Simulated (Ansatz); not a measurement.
## ZnS (P6_3mc): refractive index against wavelength

The refractive index of ZnS (P6_3mc) along x below the direct gap (2.25 eV on the mesh) is read from one computed spectrum, n = √(Re ε). x, y and z are the Cartesian axes of the input cell.

The structure is hexagonal, space group P6_3mc (No. 186). Conventional cell: a = 3.811 Å, b = 3.811 Å, c = 6.234 Å, α = 90.00°, β = 90.00°, γ = 120.00°. Around Zn on site b lie 4 S at 2.31 to 2.40 Å. S on site b is surrounded by 4 Zn at 2.31 to 2.40 Å.

Method: Ansatz 0.2.0, PBE, independent particles, k-mesh 12×12×5 with interpolation inside its cells, Gaussian parameter 0.2 eV.

Launch of the response step: `ansatz run input.yaml --threads 4 --pin off --max-ram 8192MiB --backend cpu --events-out ev --progress --plain --runs-dir out`. The run took 16 s, on 4 threads of AMD EPYC 9R45 96-Core Processor (Zen 5) (shared host).

| wavelength (nm) | photon energy E (eV) | n |
| --- | --- | --- |
| 3000 | 0.413 | 2.5024 |
| 2000 | 0.620 | 2.5095 |
| 1550 | 0.800 | 2.5182 |
| 1310 | 0.946 | 2.5272 |
| 1064 | 1.165 | 2.5441 |
| 850 | 1.459 | ? |

In the single-oscillator model n² − 1 = E₀E_d/(E₀² − E²), so 1/(n² − 1) = E₀/E_d − E²/(E₀E_d) is linear in E².

Working, on the rows shown:

| x = E² (eV²) | y = 1/(n² − 1) |
| --- | --- |
| 0.170801 | 0.190042 |
| 0.384302 | 0.188765 |
| 0.639837 | 0.187219 |
| 0.895757 | 0.185641 |
| 1.35784 | 0.182734 |

Means: x̄ = 0.68971, ȳ = 0.18688. Σ(x − x̄)(y − ȳ) = -0.005259, Σ(x − x̄)² = 0.8539. Slope = -0.005259 / 0.8539 = -0.006159; intercept = ȳ − slope · x̄ = 0.19113. Turned back into n, the line misses the rows shown by at most 0.00019.

Predict the last column of the withheld row from the fit.

At x = 2.1276 the line gives y = 0.17802, that is 2.5724. The run gave 2.5745, so the extrapolation is off by 0.0021, 3 % of the range in the table.

Refitted with all rows, the slope is -0.006318 and the intercept 0.19122. These give E₀ = √(intercept/−slope) = 5.50 eV and E_d = E₀/intercept = 28.8 eV; E₀ is 2.4 times the direct gap. The electronic limit at long wavelengths, without lattice vibrations, is n = √(1 + 1/intercept) = 2.496. The cell comes from an older database entry, whose edges can be off by a per cent or so. Excitons are left out and so are local fields; PBE gaps are as a rule too small.
